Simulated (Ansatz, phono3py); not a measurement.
# Heat carried by phonons in ZnSe (Stilleite, F-43m)

How well does the lattice of ZnSe (Stilleite) conduct heat?

What experiment has found for this phase:
- thermal conductivity 19 W/m/K near room temperature (given in “Combining the AFLOW GIBBS and Elastic Libraries to efficiently and robustly screen thermo-mechanical properties of solids”, 2017, arXiv:1611.05714)

Calculated with Ansatz 0.2.0; DFT LDA, scalar-relativistic, plane waves, PAW.

Experimental background.

For ZnSe, zincblende (pure ZnSe, earlier work), “Phonon-based partition of (ZnSe-like) semiconductor mixed crystals on approach to their pressure-induced structural transition” (2020, arxiv:2008.07187) quotes earlier work: Raman mode (TO) about 207 cm⁻¹ [Literature Raman frequency quoted as a normalising parameter in the cross-section model].

This is a report of a sequence of runs, with most program output left out.

## Step 1: The starting structure

The structure is cubic, space group F-43m (No. 216). The conventional cell has a = 5.668 Å, b = 5.668 Å, c = 5.668 Å, α = 90.00°, β = 90.00°, γ = 90.00°. Nearest to Zn lie 4 Se at 2.45 Å. Nearest to Se lie 4 Zn at 2.45 Å. Farther neighbours and most contacts between anions are not listed.

Structure file:

```cif
data_structure
_symmetry_space_group_name_H-M 'P 1'
_symmetry_Int_Tables_number 1
_cell_length_a 4.0076
_cell_length_b 4.0076
_cell_length_c 4.0076
_cell_angle_alpha 60.000
_cell_angle_beta 60.000
_cell_angle_gamma 60.000
_cell_volume 45.51
loop_
_atom_site_label
_atom_site_type_symbol
_atom_site_fract_x
_atom_site_fract_y
_atom_site_fract_z
_atom_site_occupancy
Zn1 Zn 0.00000 0.00000 0.00000 1
Se2 Se 0.25000 0.25000 0.25000 1
```

## Step 2: Probe on a coarse mesh

Before spending time, one coarse run tells the gap and the pressure of the starting cell.

input.yaml reads:

```yaml
crystal:
  lattice:
    - [0.0, 2.8338, 2.8338]
    - [2.8338, 0.0, 2.8338]
    - [2.8338, 2.8338, 0.0]
  atoms:
    - { symbol: Zn, position: [0.0, 0.0, 0.0] }
    - { symbol: Se, position: [0.25, 0.25, 0.25] }
kpoints:
  mp_grid: { grid: [6, 6, 6] }
hamiltonian:
  xc: lda
scf:
  occupations: { method: gaussian, width: 0.1 }
output:
  forces: true
  stress: true
  eigenvalues: true
```

On the command line:

```
ansatz run input.yaml --threads 4 --pin off --max-ram 16384MiB --backend cpu --events-out ev --progress --plain --runs-dir out
```

Elapsed: 1.1 s, on 4 threads of Arm Neoverse V1, shared host; peak memory 0.3 GiB.

This step gave:

- pressure: -3.373 GPa
- gap on the k-mesh: 1.029 eV
- volume per atom: 22.76 Å³

The start is under -3.4 GPa at this level and looks like an insulator or semiconductor on this mesh.

## Step 3: Finding the static equilibrium

Phonons are second derivatives about a minimum, so cell and atoms are relaxed first, inside the symmetry of the start.

input.yaml, the sections that differ from step 2:

```yaml
kpoints:
  mp_grid: { grid: [8, 8, 8] }
scf:
  occupations: { method: gaussian, width: 0.02 }
output:
  forces: true
  stress: true
  eigenvalues: true
  write_density: true
  write_potential: true
  elf: true
  volumetric_format: npy
relax:
  adjacent_minimum: "off"
  f_tol: 0.005
  max_steps: 80
  cell: { stress_tol: 0.05 }
# crystal, hamiltonian: as in step 2
```

The job ended after 4.5 s (4 threads; peak memory 0.35 GiB; 14 s of CPU time).

The steps of the relaxation:

```
step  energy less that of the first step (eV)  largest force component (eV/Å)  pressure (GPa)  volume (Å³)
   1                                   0.0000                          0.0000           -3.40        45.51
   2                                  -0.0254                          0.0000           -0.86        43.68
   3                                  -0.0270                          0.0000            0.09        43.09
   4                                  -0.0270                          0.0000            0.00        43.14
  5*                                  -0.0264                          0.0000            0.00        43.14
```

Relaxation steps marked * repeat the geometry before them on a plane-wave basis chosen anew for their cell, so energy and pressure can jump there.

Forces are held to the 24 operations that the run works with; a distortion that breaks them can't arise in this run.

```
conventional cell, symmetrised  before  after  change
                         a (Å)   5.668  5.568  -1.8 %
                         b (Å)   5.668  5.568  -1.8 %
                         c (Å)   5.668  5.568  -1.8 %
              volume (Å³/atom)   22.76  21.57  -5.2 %
```

Final coordinates:

```
Zn Se
1.0
     0.00000    2.78377    2.78377
     2.78377    0.00000    2.78377
     2.78377    2.78377    0.00000
Zn Se
1 1
Direct
  0.00000 0.00000 0.00000
  0.25000 0.25000 0.25000
```

Numbers from this step:

```yaml
pressure: -0.002694 GPa
gap_on_the_k_mesh: 1.250 eV
volume_per_atom: 21.57 Å³
```

Electrostatic potential energy in the ac plane of a cell with a along [110], b along [-110] and c along [001] of the cube at fractional y = 0.000, with atoms of Zn and Se within 0.2 Å of it. With pseudopotentials it is smooth inside the atoms' cores, unlike the true potential.

Values in eV, 8 rows by 16 columns, each cell a mean:
```
-26 -12   4  -2  -3   3  -4 -24 -26 -12   4  -2  -3   3  -4 -24
  4   6  -7  -5  -2 -10   4   5   4   6  -7  -5  -2 -10   4   5
 11   9  -4  -8  -6  -9   7  11  11   9  -4  -8  -6  -9   7  11
 12  12   9   4   3   7  11  12  12  12   9   4   3   7  11  12
 12  12  12  11  11  12  12  12  12  12  12  11  11  12  12  12
 11  11  12  12  12  12  11  11  11  11  12  12  12  12  11  11
 -2   5  10  12  12  11   8   0  -2   5  10  12  12  11   8   0
-30 -16   7  10  11   9  -6 -28 -30 -16   7  10  11   9  -6 -28
```
Columns run along a (7.9 Å; values clipped at the 3rd and 97th percentile), rows up along c (5.6 Å), edges of the conventional cell, whose origin can differ from the input's. Atoms in or near the plane, at fractional coordinates: Zn at (0.50, 0.00), Zn at (0.00, 0.00), Se at (0.75, 0.75), Se at (0.25, 0.75).

Valence density in the ac plane of a cell with a along [110], b along [-110] and c along [001] of the cube at fractional y = 0.000, with atoms of Zn and Se within 0.2 Å of it. It is the smooth field of the valence electrons, not physical close to the nuclei.

Values in e/Å³, 8 rows by 16 columns, each cell a mean:
```
 9  1  0  1  1  0  1  5  9  1  0  1  1  0  1  5
 0  0  1 11 18  2  0  0  0  0  1 11 18  2  0  0
 0  0  1  7 11  1  0  0  0  0  1  7 11  1  0  0
 0  0  0  0  0  0  0  0  0  0  0  0  0  0  0  0
 0  0  0  0  0  0  0  0  0  0  0  0  0  0  0  0
 0  0  0  0  0  0  0  0  0  0  0  0  0  0  0  0
 0  0  0  0  0  0  0  0  0  0  0  0  0  0  0  0
16  1  0  0  0  0  1  9 16  1  0  0  0  0  1  9
```
Columns run along a (7.9 Å), rows up along c (5.6 Å), edges of the conventional cell, whose origin can differ from the input's. Atoms in or near the plane, at fractional coordinates: Zn at (0.50, 0.00), Zn at (0.00, 0.00), Se at (0.75, 0.75), Se at (0.25, 0.75).

ELF in the ac plane of a cell with a along [110], b along [-110] and c along [001] of the cube at fractional y = 0.000, with atoms of Zn and Se within 0.2 Å of it. It is the smooth field of the valence electrons, not physical close to the nuclei.

Values, 8 rows by 16 columns, each cell a mean:
```
0.06 0.18 0.53 0.73 0.73 0.64 0.27 0.08 0.06 0.18 0.53 0.73 0.73 0.64 0.27 0.08
0.19 0.48 0.78 0.53 0.41 0.76 0.62 0.24 0.19 0.48 0.78 0.53 0.41 0.76 0.62 0.24
0.11 0.47 0.72 0.60 0.52 0.72 0.60 0.19 0.11 0.47 0.72 0.60 0.52 0.72 0.60 0.19
0.02 0.16 0.46 0.65 0.67 0.54 0.26 0.05 0.02 0.16 0.46 0.65 0.67 0.54 0.26 0.05
0.02 0.03 0.07 0.15 0.17 0.09 0.03 0.02 0.02 0.03 0.07 0.15 0.17 0.09 0.03 0.02
0.11 0.08 0.04 0.02 0.02 0.03 0.06 0.10 0.11 0.08 0.04 0.02 0.02 0.03 0.06 0.10
0.17 0.17 0.11 0.04 0.03 0.08 0.16 0.17 0.17 0.17 0.11 0.04 0.03 0.08 0.16 0.17
0.02 0.14 0.20 0.28 0.29 0.23 0.18 0.05 0.02 0.14 0.20 0.28 0.29 0.23 0.18 0.05
```
Columns run along a (7.9 Å), rows up along c (5.6 Å), edges of the conventional cell, whose origin can differ from the input's. Atoms in or near the plane, at fractional coordinates: Zn at (0.50, 0.00), Zn at (0.00, 0.00), Se at (0.75, 0.75), Se at (0.25, 0.75).

The relaxation ends with a pressure of 0.00 GPa.

## Step 4: Relaxing to small residual forces and stress

The relaxation is repeated with tighter thresholds on force and stress, since phonons are sensitive to what is left; a change of mesh or smearing in the input moves the cell too.

input.yaml reads:

```yaml
crystal:
  lattice:
    - [0.0, 2.783768019, 2.783768019]
    - [2.783768019, 0.0, 2.783768019]
    - [2.783768019, 2.783768019, 0.0]
  atoms:
    - { symbol: Zn, position: [0.0, 0.0, 0.0] }
    - { symbol: Se, position: [0.25, 0.25, 0.25] }
kpoints:
  mp_grid: { grid: [9, 9, 9] }
hamiltonian:
  xc: lda
scf:
  occupations: { method: fixed }
output:
  forces: true
  stress: true
  eigenvalues: true
relax:
  adjacent_minimum: "off"
  f_tol: 0.001
  max_steps: 60
  cell: { stress_tol: 0.01 }
```

It took 2.4 s on 4 threads; peak memory 0.35 GiB; 7.2 s of CPU time.

Little changed from the start: no atom moved by 0.005 Å and no cell edge by 0.1 %.

Numbers from this step:

```yaml
pressure: -0.003796 GPa
```

The residual pressure is -0.0038 GPa, small enough for phonons.

## Step 5: An input with a fault

This input was changed on purpose, to see how the program answers.

input.yaml, the sections that differ from step 4:

```yaml
kpoints:
  mp_grid: { grid: [7, 7, 7] }
scf:
  occupations: { method: fixed }
  max_iter: 60
output:
  eigenvalues: true
phonons:
  supercell: [2, 2, 2]
  dielectric: false
  third_order: { supercell: [2, 2, 2], pair_cutoff: 2.561 }
  lattice_thermal_conductivity:
    qmesh: [9, 9, 9]
    temperatures: [300]
    isotope_mass_variance:
      - { species: Se, variance: 0.0004628 }
      - { species: Zn, variance: 0.0005982 }
# crystal, hamiltonian: as in step 4
# relax: removed
```

Elapsed: 0.02 s, on 4 threads; peak memory 0.031 GiB.

The input was rejected at the start.

The program's message: “Error: 6 input errors — fix all and re-run
  1. invalid value for `phonons.supercell`: axis 0: the count 2 must divide kpoints.mp_grid.grid dimension 7 — the displaced supercells solve the k-mesh fold …”

The fault put into the input: a k mesh that the supercell doesn't divide.

## Step 6: Third-order constants on small settings, third order supercell 2×2×2, atoms in the supercell 16

A small supercell and a short cutoff cost little, and show how far such settings carry.

input.yaml, the sections that differ from step 5:

```yaml
kpoints:
  mp_grid: { grid: [6, 6, 6] }
scf:
  occupations: { method: fixed }
phonons:
  method: fd
  dielectric: true
  supercell: [2, 2, 2]
  temperatures: { t_max: 1000, t_step: 50 }
  qpath:
    path:
      - [[0.0, 0.0, 0.0], [-0.5, -0.5, 0.0], [-0.375, -0.375, 0.25]]
      - [[-0.375, 0.0, 0.375], [0.0, 0.0, 0.0], [0.0, 0.0, 0.5], [-0.5, -0.25, 0.25], [-0.5, -0.5, 0.0]]
    npoints: 10
  third_order: { supercell: [2, 2, 2], pair_cutoff: 2.561 }
  lattice_thermal_conductivity:
    qmesh: [11, 11, 11]
    temperatures: [100.0, 150.0, 200.0, 300.0, 400.0, 500.0, 600.0, 800.0]
    isotope_mass_variance:
      - { species: Se, variance: 0.0004628 }
      - { species: Zn, variance: 0.0005982 }
# crystal, hamiltonian, output: as in step 5
```

Run time: 9.8 min. Hardware: 4 threads; peak memory 1.5 GiB; 39 min of CPU time.

This step gave:

| Quantity | Value |
| --- | --- |
| Γ frequencies | 0, 0, 0, 217.8, 217.8, 217.8 cm⁻¹ (negative: imaginary) |
| lowest frequency on the path | 0 cm⁻¹ |
| zero-point energy | 0.05926 eV/cell |
| point group | -43m |
| highest frequency | 252.9 cm⁻¹ |
| Debye temperature from the second moment | 324 K |
| κ at 300 K (relaxation time) | 19.31 W/m/K |
| κ at 300 K (full solution) | 19.53 W/m/K |
| dipole term | run |
| mean free path at half of κ | 79.4 nm |
| share of κ above the three lowest branches | 0.032 |
| third-order blocks | 26 |
| periodic aliases dropped | 0 |
| largest relative sum-rule correction | 0.05211 |
| displaced cells, third order | 36 |

W/m/K. Kappa, by row:

```
T (K)  RTA xx  RTA yy  RTA zz  full xx  full yy  full zz  coherence part xx  coherence part yy  coherence part zz     ending  iterations  least Ritz value
  100   57.95   57.95   57.95    58.03    58.03    58.03            0.01647            0.01647            0.01647  converged           6             0.815
  150   38.14   38.14   38.14    38.36    38.36    38.36            0.02767            0.02767            0.02767  converged           6             0.794
  200   28.65   28.65   28.65    28.89    28.89    28.89             0.0355             0.0355             0.0355  converged           6              0.78
  300   19.31   19.31   19.31    19.53    19.53    19.53            0.04622            0.04622            0.04622  converged           7             0.764
  400   14.63   14.63   14.63    14.82    14.82    14.82             0.0541             0.0541             0.0541  converged           7             0.754
  500    11.8    11.8    11.8    11.97    11.97    11.97            0.06072            0.06072            0.06072  converged           7             0.747
  600   9.904   9.904   9.904    10.05    10.05    10.05            0.06666            0.06666            0.06666  converged           7             0.742
  800   7.511   7.511   7.511     7.63     7.63     7.63             0.0773             0.0773             0.0773  converged           7             0.736
```

This rung gives 19.3 W/(m K) at 300 K by relaxation time, but with 16 atoms, 1 neighbour distance inside the cutoff and a 11×11×11 mesh it is a test, not the conductivity of the crystal.

## Step 7: A cheap rung, third order supercell 3×3×3, atoms in the supercell 54

Edit input.yaml of step 6 so:

```diff
@@ -19,3 +19,3 @@
   dielectric: true
-  supercell: [2, 2, 2]
+  qmesh: [6, 6, 6]
   temperatures: { t_max: 1000, t_step: 50 }
@@ -26,5 +26,5 @@
     npoints: 10
-  third_order: { supercell: [2, 2, 2], pair_cutoff: 2.561 }
+  third_order: { supercell: [3, 3, 3], pair_cutoff: 2.561 }
   lattice_thermal_conductivity:
-    qmesh: [11, 11, 11]
+    qmesh: [19, 19, 19]
     temperatures: [100.0, 150.0, 200.0, 300.0, 400.0, 500.0, 600.0, 800.0]
```

Wall time 64 min (4 threads); peak memory 11 GiB; 4.2 h of CPU time.

Numbers from this step:

| Property | Result |
| --- | --- |
| zero-point energy | 0.05944 eV/cell |
| κ at 300 K (relaxation time) | 24.78 W/m/K |
| κ at 300 K (full solution) | 25.08 W/m/K |
| mean free path at half of κ | 287 nm |
| share of κ above the three lowest branches | 0.026 |
| largest relative sum-rule correction | 0.04625 |

W/m/K. Kappa, by row:

```
T (K)  RTA xx  RTA yy  RTA zz  full xx  full yy  full zz  coherence part xx  coherence part yy  coherence part zz     ending  iterations  least Ritz value
  100   84.62   84.62   84.62    84.55    84.55    84.55            0.01317            0.01317            0.01317  converged           6             0.832
  150   51.46   51.46   51.46    51.73    51.73    51.73            0.02261            0.02261            0.02261  converged           6             0.821
  200   37.54   37.54   37.54    37.87    37.87    37.87            0.03031            0.03031            0.03031  converged           6             0.809
  300   24.78   24.78   24.78    25.08    25.08    25.08            0.04299            0.04299            0.04299  converged           6             0.795
  400   18.64   18.64   18.64     18.9     18.9     18.9             0.0537             0.0537             0.0537  converged           6             0.786
  500   14.99   14.99   14.99    15.22    15.22    15.22            0.06316            0.06316            0.06316  converged           6             0.781
  600   12.55   12.55   12.55    12.75    12.75    12.75            0.07167            0.07167            0.07167  converged           6             0.777
  800   9.501   9.501   9.501    9.663    9.663    9.663             0.0864             0.0864             0.0864  converged           7             0.766
```

This rung gives 24.8 W/(m K) at 300 K by relaxation time, but with 54 atoms, 1 neighbour distance inside the cutoff and a 19×19×19 mesh it is a test, not the conductivity of the crystal.

## Step 8: Levels and costs side by side

Ladder, by row:

```
cells or q mesh  k mesh  pair cutoff  atoms in the supercell  q-mesh of the transport sums  κ at 300 K (relaxation time) (W/m/K)  κ at 300 K (full solution) (W/m/K)  core-minutes
          2x2x2   6x6x6        2.561                      16                      11×11×11                                 19.31                               19.53          38.7
          6x6x6   6x6x6        2.561                      54                      19×19×19                                 24.78                               25.08         251.8
```

## Step 9: What came out

| Item | Value |
| --- | --- |
| conductivity | not obtained on sound settings |

**Reading.** No conductivity was obtained: no run with a large enough supercell and cutoff finished.

Calculation against experiment:

```
             quantity  measured           LDA
Raman mode, TO (cm⁻¹)       207  218 (+5.2 %)
```

Measured values from arxiv:2008.07187 (2020).

Verdict: The Raman mode is off by +5.2 %: fair agreement. The grades are ours: good and fair within 3 and 7 % for the Raman mode. For Raman mode the calculation has a static lattice, without zero-point motion or thermal expansion.

[Logs are printed without paths, hosts, clocks, repeated set-up lines and the standing remarks that a program may print on its own settings, such as how far it seeks lower states.]

[Hosts, paths, dates, database ids (printed as entryN), source tags and the programs' standing remarks are cut or masked in the printed files.]

[A step with changed settings may run another functional than the one named; its input shows which.]
